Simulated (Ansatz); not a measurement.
# Lattice dynamics of LiBe (Pm-3m)

Wanted: phonon frequencies of LiBe (Pm-3m) and what follows from them.

Calculated with Ansatz 0.2.0; DFT PBEsol, scalar-relativistic, plane waves, norm-conserving pseudopotentials.

Report form: the programs' logs are mostly left out.

## (1) The starting structure

It takes space group Pm-3m (No. 221, cubic). Conventional cell: a = 2.811 Å, b = 2.811 Å, c = 2.811 Å, α = 90.00°, β = 90.00°, γ = 90.00°. Li has 8 Be at 2.43 Å nearest. Nearest to Be lie 8 Li at 2.43 Å. Farther neighbours are not listed.

## (2) Bringing the structure to rest

Harmonic phonons are second derivatives at a point where the forces vanish, and they are wanted at zero stress, so atoms and cell are relaxed first.

input.yaml reads:

```yaml
crystal:
  lattice:
    - [2.811153, 0.0, 0.0]
    - [0.0, 2.811153, 0.0]
    - [0.0, 0.0, 2.811153]
  atoms:
    - { symbol: Li, position: [0.0, 0.0, 0.0] }
    - { symbol: Be, position: [0.5, 0.5, 0.5] }
kpoints:
  mp_grid: { grid: [14, 14, 14] }
hamiltonian:
  xc: pbesol
  pseudopotentials: { kind: nc }
scf:
  occupations: { method: gaussian, width: 0.1 }
output:
  forces: true
  stress: true
  eigenvalues: true
  write_density: true
  write_potential: true
  elf: true
  volumetric_format: npy
relax:
  adjacent_minimum: "off"
  f_tol: 0.005
  max_steps: 80
  cell: { stress_tol: 0.05 }
```

Started as:

```console
> ansatz run input.yaml --threads 4 --pin off --max-ram 7168MiB --backend cpu --events-out ev --progress --plain --runs-dir out
```

It took 9.3 s on 4 threads of Arm Neoverse N1, shared host; peak memory 0.38 GiB; 33 s of CPU time.

The steps of the relaxation:

| step | energy less that of the first step (eV) | largest force component (eV/Å) | pressure (GPa) | volume (Å³) |
| --- | --- | --- | --- | --- |
| 1 | 0.0000 | 0.0000 | -0.18 | 22.22 |
| 2 | 0.0000 | 0.0000 | -0.05 | 22.16 |
| 3 | -0.0001 | 0.0000 | 0.00 | 22.13 |
| 4* | 0.0000 | 0.0000 | 0.00 | 22.13 |

Relaxation steps marked * repeat the geometry before them on a plane-wave basis chosen anew for their cell, so energy and pressure can jump there.

The run keeps the 48 symmetry operations that it works with, so distortions that break them were not tested.

| conventional cell, symmetrised | before | after | change |
| --- | --- | --- | --- |
| a (Å) | 2.811 | 2.808 | -0.1 % |
| b (Å) | 2.811 | 2.808 | -0.1 % |
| c (Å) | 2.811 | 2.808 | -0.1 % |
| volume (Å³/atom) | 11.11 | 11.07 | -0.4 % |

Final coordinates:

```xyz
2
Lattice="2.8077 0.0000 0.0000 0.0000 2.8077 0.0000 0.0000 0.0000 2.8077" Properties=species:S:1:pos:R:3 pbc="T T T"
Li    0.0000    0.0000    0.0000
Be    1.4039    1.4039    1.4039
```

Numbers from this step:

| Item | Value |
| --- | --- |
| pressure | -0.001374 GPa |
| volume per atom | 11.07 Å³ |
| gap on the k-mesh | 0 eV |

Electrostatic potential energy in the ac plane at fractional y = 0.500, with atoms of Be within 0.2 Å of it. With pseudopotentials it is smooth inside the atoms' cores, unlike the true potential.

Values in eV, 15 rows by 15 columns:
```
  6   6   6   6   6   6   5   5   5   5   6   6   6   6   6
  6   6   6   5   5   4   3   3   3   3   4   5   5   6   6
  6   6   5   5   3   2   0  -1  -1   0   2   3   5   5   6
  6   6   5   3   1  -3  -7  -9  -9  -7  -3   1   3   5   6
  6   6   4   2  -3  -9 -17 -24 -24 -17  -9  -3   2   4   6
  6   5   3   0  -7 -17 -32 -35 -35 -32 -17  -7   0   3   5
  6   5   3  -1  -9 -24 -35 -32 -32 -35 -24  -9  -1   3   5
  6   5   3  -1  -9 -24 -35 -32 -32 -35 -24  -9  -1   3   5
  6   5   3   0  -7 -17 -32 -35 -35 -32 -17  -7   0   3   5
  6   6   4   2  -3  -9 -17 -24 -24 -17  -9  -3   2   4   6
  6   6   5   3   1  -3  -7  -9  -9  -7  -3   1   3   5   6
  6   6   5   5   3   2   0  -1  -1   0   2   3   5   5   6
  6   6   6   5   5   4   3   3   3   3   4   5   5   6   6
  6   6   6   6   6   6   5   5   5   5   6   6   6   6   6
  6   6   6   6   6   6   6   6   6   6   6   6   6   6   6
```
Columns run along a (2.8 Å; values clipped at the 3rd and 97th percentile), rows up along c (2.8 Å). Atoms in or near the plane, at fractional coordinates: Be at (0.50, 0.50).

ELF in the ac plane at fractional y = 0.500, with atoms of Be within 0.2 Å of it. It is the smooth field of the valence electrons, not physical close to the nuclei.

Ten even steps from '_' (0.0) to '@' (1.0):
```
======++**############**++====
====++******########******++==
++++********++====++********++
********++--..____..--++******
**##****--____________--****##
######++..__==@@@@==__..++####
######==____@@@@@@@@____==####
######==____@@@@@@@@____==####
######++..__==@@@@==__..++####
**##****--____________--****##
********++--..____..--++******
++++********++====++********++
====++******########******++==
======++**############**++====
======++****########****++====
```
Columns run along a (2.8 Å), rows up along c (2.8 Å). Atoms in or near the plane, at fractional coordinates: Be at (0.50, 0.50).

Valence density in the ac plane at fractional y = 0.500, with atoms of Be within 0.2 Å of it. It is the smooth field of the valence electrons, not physical close to the nuclei.

Ten steps, logarithmic in the rise over the least value, from '_' (0 e/Å³) to '@' (19 e/Å³):
```
____________........__________
______________________________
____________........__________
__________....____....________
________......----......______
__..__......==****==......__..
__..__..__--**@@@@**--__..__..
__..__..__--**@@@@**--__..__..
__..__......==****==......__..
________......----......______
__________....____....________
____________........__________
______________________________
____________........__________
______________________________
```
Columns run along a (2.8 Å), rows up along c (2.8 Å). Atoms in or near the plane, at fractional coordinates: Be at (0.50, 0.50).

In this step the volume went from 11.11 to 11.07 Å³/atom.

## (3) Relaxing to small forces for the phonons

Phonons need a cell at rest on their own settings, so the relaxation is repeated with tight tolerances on forces and stress, using the mesh and the filling of the phonon run that follows.

input.yaml reads:

```yaml
crystal:
  lattice:
    - [2.8077125548, 0.0, 0.0]
    - [0.0, 2.8077125548, 0.0]
    - [0.0, 0.0, 2.8077125548]
  atoms:
    - { symbol: Li, position: [0.0, 0.0, 0.0] }
    - { symbol: Be, position: [0.5, 0.5, 0.5] }
kpoints:
  mp_grid: { grid: [16, 16, 16] }
hamiltonian:
  xc: pbesol
  pseudopotentials: { kind: nc }
scf:
  occupations: { method: methfessel_paxton, width: 0.15 }
output:
  forces: true
  stress: true
  eigenvalues: true
relax:
  adjacent_minimum: "off"
  f_tol: 0.001
  max_steps: 60
  cell: { stress_tol: 0.01 }
```

Elapsed: 12 s, on 4 threads; peak memory 0.41 GiB; 44 s of CPU time.

Little changed from the start: no atom moved by 0.005 Å and no cell edge by 0.1 %.

This step gave:

```
pressure        : -9.91e-4 GPa
volume per atom : 11.04 Å³
```

The forces vanish by symmetry and the pressure is -0.001 GPa, within the tolerances set. The cell now holds 11.04 Å³/atom.

## (4) Zone-centre response

The zone centre comes first: it holds the modes that light can see, as far as symmetry allows. No field response is asked, since the mesh shows no gap.

input.yaml, the sections that differ from step 3:

```yaml
crystal:
  lattice:
    - [2.8054875085, 0.0, 0.0]
    - [0.0, 2.8054875085, 0.0]
    - [0.0, 0.0, 2.8054875085]
  atoms:
    - { symbol: Li, position: [0.0, 0.0, 0.0] }
    - { symbol: Be, position: [0.5, 0.5, 0.5] }
output:
  eigenvalues: true
phonons:
  method: dfpt
# kpoints, hamiltonian, scf: as in step 3
# relax: removed
```

Run time: 22 s. Hardware: 4 threads; peak memory 0.83 GiB.

This step gave:

| Property | Result |
| --- | --- |
| sum-rule residual before enforcement | 8.06e-5 eV/Å² |
| point group | m-3m |
| highest optical mode at the zone centre (no LO-TO term) | 559.5 cm⁻¹ |
| lowest optical zone-centre mode | 559.5 cm⁻¹ |

Patterns of degenerate modes are one choice out of their space. The modes at Γ (shares of kinetic energy by element, %):

| mode | frequency (cm⁻¹) | symmetry | Li % | Be % |
| --- | --- | --- | --- | --- |
| 1 | 0.0 | acoustic | 44 | 56 |
| 2 | 0.0 | acoustic | 44 | 56 |
| 3 | 0.0 | acoustic | 44 | 56 |
| 4 | 559.5 | T1u | 56 | 44 |
| 5 | 559.5 | T1u | 56 | 44 |
| 6 | 559.5 | T1u | 56 | 44 |

Displacements in mode 4 (559.5 cm⁻¹), the largest set to 1:
```
Li1  0.00  1.00  0.00
Be2  0.00 -0.77  0.00
```

Before it was imposed, the acoustic sum rule was missed by 8.1e-5 eV/Å². Small misses are needed for a sound result but don't prove that mesh and cutoff are converged. The lowest optical mode is real, 560 cm⁻¹.

## (5) The dispersion

Stability and thermal properties need the whole zone. Linear response on a 4×4×4 q mesh gives force constants as far as a supercell of that size would.

input.yaml, as its differences from that of step 4:

```diff
@@ -19 +19,8 @@
   method: dfpt
+  qmesh: [4, 4, 4]
+  temperatures: { t_max: 1000, t_step: 50 }
+  qpath:
+    path:
+      - [[0.0, 0.0, 0.0], [0.0, 0.5, 0.0], [0.5, 0.5, 0.0], [0.0, 0.0, 0.0], [0.5, 0.5, 0.5], [0.0, 0.5, 0.0]]
+      - [[0.5, 0.5, 0.5], [0.5, 0.5, 0.0]]
+    npoints: 10
```

Wall time 6.5 min (4 threads); peak memory 3.2 GiB; 24 min of CPU time.

This step gave:

```
sum-rule residual before enforcement                    : 6.39e-5 eV/Å²
lowest frequency on the path                            : -91.88 cm⁻¹
highest frequency on the path or at a solved wavevector : 559.5 cm⁻¹
lowest mode on the q mesh (acoustic modes at Γ apart)   : -91.88 cm⁻¹
```

Frequencies (cm⁻¹) solved at each irreducible wavevector; negative means imaginary. Frequencies by wavevector, by row:

| q in reciprocal lattice units | star | mode 1 | mode 2 | mode 3 | mode 4 | mode 5 | mode 6 |
| --- | --- | --- | --- | --- | --- | --- | --- |
| 0 0 0 | 1 | 0 | 0 | 0 | 559.5 | 559.5 | 559.5 |
| 0 0 0.25 | 6 | 176.2 | 228.8 | 228.8 | 489 | 523.2 | 523.2 |
| 0 0 -0.5 | 3 | 158 | 394 | 394 | 430.9 | 430.9 | 446.8 |
| 0 0.25 0.25 | 12 | -22.8 | 278.3 | 299 | 438.1 | 490.1 | 530 |
| 0 0.25 -0.5 | 12 | -22.3 | 170.4 | 406.2 | 410.9 | 493 | 518.8 |
| 0 -0.5 -0.5 | 3 | -91.9 | -91.9 | 407.6 | 432 | 543.6 | 543.6 |
| 0.25 0.25 0.25 | 8 | 209.8 | 209.8 | 256.7 | 449.3 | 507.9 | 507.9 |
| 0.25 0.25 -0.5 | 12 | 123.4 | 228.3 | 300.8 | 463.3 | 478.9 | 528.8 |
| 0.25 -0.5 -0.5 | 6 | 178.7 | 178.7 | 320.3 | 447.2 | 526.6 | 526.6 |
| -0.5 -0.5 -0.5 | 1 | 288 | 288 | 288 | 502.8 | 502.8 | 502.8 |

Interpolated from a 4×4×4 q mesh. The phonon branches at the labelled points (cm⁻¹):

| point | branch 1 | branch 2 | branch 3 | branch 4 | branch 5 | branch 6 |
| --- | --- | --- | --- | --- | --- | --- |
| Γ | 0 | 0 | 0 | 560 | 560 | 560 |
| halfway | 176 | 229 | 229 | 489 | 523 | 523 |
| X | 158 | 394 | 394 | 431 | 431 | 447 |
| halfway | -22 | 170 | 406 | 411 | 493 | 519 |
| M | -92 | -92 | 408 | 432 | 544 | 544 |
| halfway | -23 | 278 | 299 | 438 | 490 | 530 |
| Γ | 0 | 0 | 0 | 560 | 560 | 560 |
| halfway | 210 | 210 | 257 | 449 | 508 | 508 |
| R | 288 | 288 | 288 | 503 | 503 | 503 |
| halfway | 123 | 228 | 301 | 463 | 479 | 529 |
| X | 158 | 394 | 394 | 431 | 431 | 447 |
| jump to R | 288 | 288 | 288 | 503 | 503 | 503 |
| halfway | 179 | 179 | 320 | 447 | 527 | 527 |
| M | -92 | -92 | 408 | 432 | 544 | 544 |

Tetrahedra on a 24×24×24 mesh, mean over bins of 10 cm-1. Interpolated from a 4×4×4 q mesh. Table of phonon density of states by wavenumber; read off at these points:

wavenumber (cm⁻¹), phonon density of states (1/cm⁻¹/cell) and a bar:
```
      -95     0.0001 
      -75     0.0025 #
      -45     0.0017 #
      -25     0.0014 #
       -5     0.0013 #
       15     0.0014 #
       45     0.0021 #
       65     0.0046 ###
       85     0.0077 ####
      105     0.0094 #####
      135     0.0079 ####
      155     0.0073 ####
      175     0.0066 ####
      205     0.0077 ####
      225     0.0100 #####
      245     0.0079 ####
      265     0.0080 ####
      295     0.0095 #####
      315     0.0124 #######
      335     0.0071 ####
      365     0.0061 ###
      385     0.0054 ###
      405     0.0041 ##
      425     0.0144 ########
      435     0.0250 ##############
      455     0.0168 #########
      475     0.0167 #########
      495     0.0225 ############
      515     0.0303 #################
      525     0.0549 ##############################
      545     0.0070 ####
      565     0.0000
```

The partial phonon density of states has structure finer than the step of the table below, so its rows give means over 25 cm⁻¹, whole bins alone (the curve runs from -102 to 586 cm⁻¹). Peaks (cm⁻¹: height): Be -80.2: 0.00246, 80.0: 0.00749, 114.6: 0.00793, 235.8: 0.00748, 296.4: 0.0108, 525.7: 0.0123; Li 439.2: 0.0206, 525.7: 0.0361.

Phonopy on the run's constants, 21x21x21 mesh, Gaussian sigma 4.9 cm-1. Interpolated from a 4×4×4 q mesh. Table of partial phonon density of states by wavenumber; means over each step; values in 1/cm⁻¹/cell:

| wavenumber (cm⁻¹) | Be | Li |
| --- | --- | --- |
| -75 | 0.00207 | 6.2e-4 |
| -50 | 0.00163 | 5.0e-4 |
| -25 | 0.00114 | 3.5e-4 |
| 0 | 1.7e-4 | 5.5e-5 |
| 25 | 0.00143 | 4.6e-4 |
| 50 | 0.00157 | 6.1e-4 |
| 75 | 0.00548 | 0.00186 |
| 100 | 0.00613 | 0.00213 |
| 125 | 0.00685 | 0.00214 |
| 150 | 0.00572 | 0.00163 |
| 175 | 0.00529 | 0.00150 |
| 200 | 0.00597 | 0.00161 |
| 225 | 0.00707 | 0.00195 |
| 250 | 0.00646 | 0.00176 |
| 275 | 0.00740 | 0.00135 |
| 300 | 0.00963 | 0.00180 |
| 325 | 0.00737 | 0.00163 |
| 350 | 0.00503 | 0.00129 |
| 375 | 0.00451 | 0.00122 |
| 400 | 0.00239 | 0.00210 |
| 425 | 0.00275 | 0.0120 |
| 450 | 0.00305 | 0.0168 |
| 475 | 0.00348 | 0.0135 |
| 500 | 0.00518 | 0.0180 |
| 525 | 0.00957 | 0.0282 |
| 550 | 0.00229 | 0.00467 |

Second derivatives of the energy by pair, one row for each kind of neighbour of each atom listed. Each entry sums the pair over the periodic images of the supercell that the q mesh stands for, and in a polar crystal it holds the long-range dipole part too. Force constants by pair, by row:

| atom | neighbour | distance (Å) | third of the trace (eV/Å²) | along the pair's line (eV/Å²) |
| --- | --- | --- | --- | --- |
| Li1 | itself | 0 | 5.073 | – |
| Li1 | Be | 2.43 | -0.4923 | -1.468 |
| Li1 | Li | 2.805 | -0.1409 | -0.3321 |
| Li1 | Li | 3.968 | 0.0341 | 0.1195 |
| Li1 | Be | 4.652 | -0.0252 | -0.0721 |
| Li1 | Li | 4.859 | -0.0098 | -0.0536 |
| Li1 | Li | 5.611 | 0.0156 | 0.0864 |
| Li1 | Be | 6.114 | -0.0026 | -7.00e-4 |
| Li1 | Li | 6.273 | -0.0013 | -0.0051 |
| Be2 | itself | 0 | 3.269 | – |
| Be2 | Li | 2.43 | -0.4923 | -1.468 |
| Be2 | Be | 2.805 | 0.1671 | 0.7904 |
| Be2 | Be | 3.968 | 0.0078 | 0.0011 |
| Be2 | Li | 4.652 | -0.0252 | -0.0721 |
| Be2 | Be | 4.859 | 0.0117 | 0.0433 |
| Be2 | Be | 5.611 | 0.0858 | 0.302 |
| Be2 | Li | 6.114 | -0.0026 | -7.00e-4 |
| Be2 | Be | 6.273 | -0.0122 | -0.0329 |

Symmetry leaves 10 wavevectors to solve. The lowest mode among them, the acoustic zeros apart, lies at q = (0, -0.5, -0.5) and is imaginary, 91.9i cm⁻¹, so the energy falls along it.

## (6) Isotope substitution

An isotope changes the mass and not the force constants, so no new electronic calculation is needed; the shifts show which modes move this element.

The same force constants with the mass of Li changed from 6.940 to 6.015 u (phonopy, no LO-TO term). Both lists are sorted by frequency; levels can cross, so a row need not hold one and the same mode. Modes under 3 cm⁻¹ are left out. Isotope shifts, by row:

| q | rank | natural mass (cm⁻¹) | changed mass (cm⁻¹) |
| --- | --- | --- | --- |
| 0 0 0 | 4 | 559.5 | 583.3 |
| 0 0 0 | 5 | 559.5 | 583.3 |
| 0 0 0 | 6 | 559.5 | 583.3 |
| 0 0 0.25 | 1 | 176.2 | 179.1 |
| 0 0 0.25 | 2 | 228.8 | 235.3 |
| 0 0 0.25 | 3 | 228.8 | 235.3 |
| 0 0 0.25 | 4 | 489 | 516.9 |
| 0 0 0.25 | 5 | 523.2 | 546.3 |
| 0 0 0.25 | 6 | 523.2 | 546.3 |
| 0 0 -0.5 | 1 | 158 | 158 |
| 0 0 -0.5 | 2 | 394 | 394 |
| 0 0 -0.5 | 3 | 394 | 394 |
| 0 0 -0.5 | 4 | 430.9 | 462.8 |
| 0 0 -0.5 | 5 | 430.9 | 462.8 |
| 0 0 -0.5 | 6 | 446.8 | 479.9 |
| 0 0.25 0.25 | 1 | -22.8 | -23.28 |
| 0 0.25 0.25 | 2 | 278.3 | 278.7 |
| 0 0.25 0.25 | 3 | 299 | 307.4 |
| 0 0.25 0.25 | 4 | 438.1 | 470 |
| 0 0.25 0.25 | 5 | 490.1 | 512.1 |
| 0 0.25 0.25 | 6 | 530 | 557.5 |

A mode of this element alone would shift by +7.41 %. The highest zone-centre frequency without the field goes from 559.5 to 583.3 cm⁻¹ (+4.3 %). The product of the frequency ratios over all optical modes at Γ is 1.133; the product rule, (m/m′)^(3k/2) (M′/M)^(3/2) with k = 1 such atoms and M the mass of the cell, gives 1.133.

## (7) Results

| Quantity | Value |
| --- | --- |
| space group after relaxation (within 0.01 Å) | Pm-3m |
| volume per atom | 11.0 Å³ |
| electronic character | no gap on this mesh |
| highest optical mode at the zone centre (no LO-TO term) | 560 cm⁻¹ |
| lowest optical zone-centre mode | 560 cm⁻¹ |
| lowest mode on the q mesh (acoustic modes at Γ apart) | -91.9 cm⁻¹ |
| highest frequency on the path or at a solved wavevector | 560 cm⁻¹ |
| imaginary modes on the 4×4×4 q mesh | yes |

Modes are clearly imaginary (beyond 10i cm⁻¹) at 3 of the 10 irreducible wavevectors, most at q = (0, -0.5, -0.5) (91.9i cm⁻¹), so this structure is not a minimum of the energy. The optical modes at Γ form one degenerate level at 560 cm⁻¹. With no gap, or one that is small against the smearing, the frequencies hang on the k mesh and the smearing, most of all near Kohn anomalies. The phonon runs are without spin polarisation, although the cell has an odd electron count. A phonon run warned that its eigensolver left some bands unconverged in a pass. These are harmonic frequencies at zero temperature: anharmonic shifts, linewidths and thermal expansion are left out.

[Logs are printed without paths, hosts, clocks, repeated set-up lines and the standing remarks that a program may print on its own settings, such as how far it seeks lower states.]

[Hosts, paths, dates, database ids (printed as entryN), source tags and the programs' standing remarks are cut or masked in the printed files.]
